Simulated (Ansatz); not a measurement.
# VSe2 monolayer (1T): from the cell to its phonons, part 3 of 3

Task: relax VSe2 monolayer (1T), then find its harmonic phonons.

Ansatz 0.2.0; DFT PBEsol, scalar-relativistic, plane waves, PAW.

So far. Step 3 (Tight relaxation): The largest force component left is 0.0027 meV/Å, within the tolerances set. Step 4 (Zone-centre response): Before it was imposed, the acoustic sum rule was missed by 4.1e-5 eV/Å². Small misses are needed for a sound result but don't prove that mesh and cutoff are converged. The lowest optical mode is real, 145 cm⁻¹.

## (5) Response at finite wavevector (continued)

Tetrahedra on a 24×24×1 mesh, mean over bins of 5 cm-1. Interpolated from a 4×4×1 q mesh. Table of phonon density of states by wavenumber; read off at these points:

| wavenumber (cm⁻¹) | phonon density of states (1/cm⁻¹/cell) |
| --- | --- |
| 2 | 0.00301 |
| 18 | 0.0105 |
| 38 | 0.0236 |
| 52 | 0.0199 |
| 72 | 0.0180 |
| 88 | 0.0208 |
| 108 | 0.0344 |
| 118 | 0.0621 |
| 122 | 0.0338 |
| 142 | 0.00486 |
| 158 | 0.0422 |
| 168 | 0.148 |
| 178 | 0.0662 |
| 192 | 0.0492 |
| 198 | 0.0529 |
| 212 | 0.0132 |
| 228 | 0.0108 |
| 238 | 0.0414 |
| 248 | 0.0335 |
| 252 | 0.0495 |
| 262 | 0.0131 |
| 282 | 0.00825 |
| 298 | 0.0158 |
| 318 | 0.0105 |
| 332 | 0.008 |
| 352 | 0.00644 |
| 368 | 0.0021 |

The partial phonon density of states has structure finer than the step of the table below, so its rows give means over 10 cm⁻¹, whole bins alone (the curve runs from -10 to 388 cm⁻¹). Peaks (cm⁻¹: height): Se 115.2: 0.0389, 167.8: 0.101, 200.4: 0.0508, 235.4: 0.0236; V 50.1: 0.00992, 115.2: 0.0203, 167.8: 0.0251, 250.5: 0.0268, 303.1: 0.0202, 325.6: 0.00867.

Phonopy on the run's constants, 19x19x1 mesh, Gaussian sigma 2.8 cm-1. Interpolated from a 4×4×1 q mesh. Table of partial phonon density of states by wavenumber; means over each step; values in 1/cm⁻¹/cell:

| wavenumber (cm⁻¹) | Se | V |
| --- | --- | --- |
| 0 | 0.00197 | 0.00109 |
| 10 | 0.00361 | 0.00186 |
| 20 | 0.00798 | 0.00529 |
| 30 | 0.00977 | 0.00683 |
| 40 | 0.0110 | 0.00688 |
| 50 | 0.0120 | 0.00931 |
| 60 | 0.00943 | 0.00710 |
| 70 | 0.0101 | 0.00775 |
| 80 | 0.0119 | 0.00847 |
| 90 | 0.0122 | 0.00792 |
| 100 | 0.0176 | 0.0107 |
| 110 | 0.0265 | 0.0141 |
| 120 | 0.0302 | 0.0163 |
| 130 | 0.0158 | 0.00937 |
| 140 | 0.0114 | 0.00292 |
| 150 | 0.0357 | 0.00297 |
| 160 | 0.0492 | 0.00695 |
| 170 | 0.0866 | 0.0188 |
| 180 | 0.0497 | 0.00551 |
| 190 | 0.0417 | 0.00525 |
| 200 | 0.0433 | 0.00554 |
| 210 | 0.0149 | 0.00486 |
| 220 | 0.00603 | 0.00380 |
| 230 | 0.0118 | 0.00701 |
| 240 | 0.0195 | 0.0138 |
| 250 | 0.0172 | 0.0222 |
| 260 | 0.00715 | 0.0122 |
| 270 | 0.00195 | 0.00437 |
| 280 | 0.00202 | 0.00542 |
| 290 | 0.00295 | 0.00853 |
| 300 | 0.00489 | 0.0149 |
| 310 | 0.00409 | 0.0126 |
| 320 | 0.00236 | 0.00728 |
| 330 | 0.00199 | 0.00619 |
| 340 | 0.00180 | 0.00559 |
| 350 | 0.00163 | 0.00505 |
| 360 | 0.00139 | 0.00431 |
| 370 | 3.7e-4 | 0.00113 |
| 380 | 7.0e-7 | 4.0e-6 |

Harmonic thermodynamic functions per atom, from the density of states. Interpolated from a 4×4×1 q mesh. Thermodynamic functions, by row:

| T (K) | F_vib (meV/atom) | S (J/mol-atom/K) | C_V (J/mol-atom/K) |
| --- | --- | --- | --- |
| 0 | 31.56 | 0 | 0 |
| 100 | 26.3 | 12.32 | 15.52 |
| 200 | 6.3 | 25.47 | 21.67 |
| 300 | -25.11 | 34.64 | 23.37 |
| 400 | -64.7 | 41.46 | 24.02 |
| 500 | -110.6 | 46.86 | 24.34 |
| 600 | -161.5 | 51.32 | 24.52 |
| 700 | -216.7 | 55.1 | 24.63 |
| 800 | -275.6 | 58.4 | 24.7 |
| 900 | -337.6 | 61.31 | 24.75 |
| 1000 | -402.5 | 63.92 | 24.78 |

Symmetry leaves 4 wavevectors to solve. The lowest mode among them, the acoustic zeros apart, lies at q = (0, 0.25, 0) and is real, 17.0 cm⁻¹.

## (6) Another isotope

An isotope changes the mass and not the force constants, so no new electronic calculation is needed; the shifts show which modes move this element.

The same force constants with the mass of Se changed from 78.971 to 81.917 u (phonopy, no LO-TO term). Both lists are sorted by frequency; levels can cross, so a row need not hold one and the same mode. Modes under 3 cm⁻¹ are left out. Isotope shifts, by row:

| q | rank | natural mass (cm⁻¹) | changed mass (cm⁻¹) |
| --- | --- | --- | --- |
| 0 0 0 | 4 | 144.3 | 141.7 |
| 0 0 0 | 5 | 144.3 | 141.7 |
| 0 0 0 | 6 | 212.7 | 208.8 |
| 0 0 0 | 7 | 212.8 | 211.9 |
| 0 0 0 | 8 | 212.8 | 211.9 |
| 0 0 0 | 9 | 367.2 | 365.6 |
| 0 0.25 0 | 1 | 17 | 16.88 |
| 0 0.25 0 | 2 | 58.05 | 57.24 |
| 0 0.25 0 | 3 | 63.72 | 63.06 |
| 0 0.25 0 | 4 | 147.8 | 145.4 |
| 0 0.25 0 | 5 | 170 | 167 |
| 0 0.25 0 | 6 | 170.5 | 168.8 |
| 0 0.25 0 | 7 | 176.6 | 173.5 |
| 0 0.25 0 | 8 | 235.4 | 232.6 |
| 0 0.25 0 | 9 | 333.5 | 332.1 |
| 0 -0.5 0 | 1 | 119.3 | 117.7 |
| 0 -0.5 0 | 2 | 124.2 | 122.4 |
| 0 -0.5 0 | 3 | 136.4 | 134.9 |
| 0 -0.5 0 | 4 | 157.8 | 154.9 |
| 0 -0.5 0 | 5 | 171.5 | 170.9 |
| 0 -0.5 0 | 6 | 187.2 | 183.8 |
| 0 -0.5 0 | 7 | 205.7 | 202 |
| 0 -0.5 0 | 8 | 250.8 | 248.9 |
| 0 -0.5 0 | 9 | 304.8 | 303.5 |
| 0.25 0.25 0 | 1 | 91.04 | 90.12 |
| 0.25 0.25 0 | 2 | 110 | 108.7 |
| 0.25 0.25 0 | 3 | 120.3 | 118.9 |
| 0.25 0.25 0 | 4 | 173.4 | 170.4 |
| 0.25 0.25 0 | 5 | 175.1 | 172 |
| 0.25 0.25 0 | 6 | 195.5 | 192 |
| 0.25 0.25 0 | 7 | 219.5 | 217 |
| 0.25 0.25 0 | 8 | 263.4 | 261.7 |
| 0.25 0.25 0 | 9 | 283.4 | 282.1 |

A mode of this element alone would shift by -1.81 %. The highest zone-centre frequency without the field goes from 367.2 to 365.6 cm⁻¹ (-0.4 %). The product of the frequency ratios over all optical modes at Γ is 0.934; the product rule, (m/m′)^(3k/2) (M′/M)^(3/2) with k = 2 such atoms and M the mass of the cell, gives 0.934.

## (7) Outcome

| Quantity | Value |
| --- | --- |
| space group after relaxation (within 0.01 Å) | P-3m1 |
| area per atom | 3.07 Å² |
| electronic character | no gap on this mesh |
| highest optical mode at the zone centre (no LO-TO term) | 367 cm⁻¹ |
| lowest optical zone-centre mode | 145 cm⁻¹ |
| lowest mode on the q mesh (acoustic modes at Γ apart) | 17.0 cm⁻¹ |
| highest frequency on the path or at a solved wavevector | 367 cm⁻¹ |
| zero-point energy per atom | 31.6 meV |
| heat capacity at 300 K | 23.4 J/(mol atoms K) |
| vibrational entropy at 300 K | 34.6 J/(mol atoms K) |
| imaginary modes on the 4×4×1 q mesh | none |
| net magnetic moment of the cell as run | 0.379 μB |

**Reading.** The structure is a minimum as far as tested: no mode is imaginary at the 4 irreducible wavevectors of the 4×4×1 mesh, and the softest away from the acoustic zeros lies at 17 cm⁻¹. The optical modes at Γ span 145 to 367 cm⁻¹. The highest mode in this list at Γ, 367.3 cm⁻¹, is mostly motion of V (76 % of the kinetic energy). The ferromagnetic order comes from parallel starting moments and need not be the ground state. With no gap, or one that is small against the smearing, the frequencies hang on the k mesh and the smearing, most of all near Kohn anomalies. In a sheet or slab the interpolated bending branch near Γ is rough, since the rotational sum rule isn't imposed. A phonon run warned that its eigensolver left some bands unconverged in a pass. The starting cell was built on a prototype and not taken from a measurement. These are harmonic frequencies at zero temperature: anharmonic shifts, linewidths and thermal expansion are left out.

[Hosts, paths, dates, database ids (printed as entryN), source tags and the programs' standing remarks are cut or masked in the printed files.]
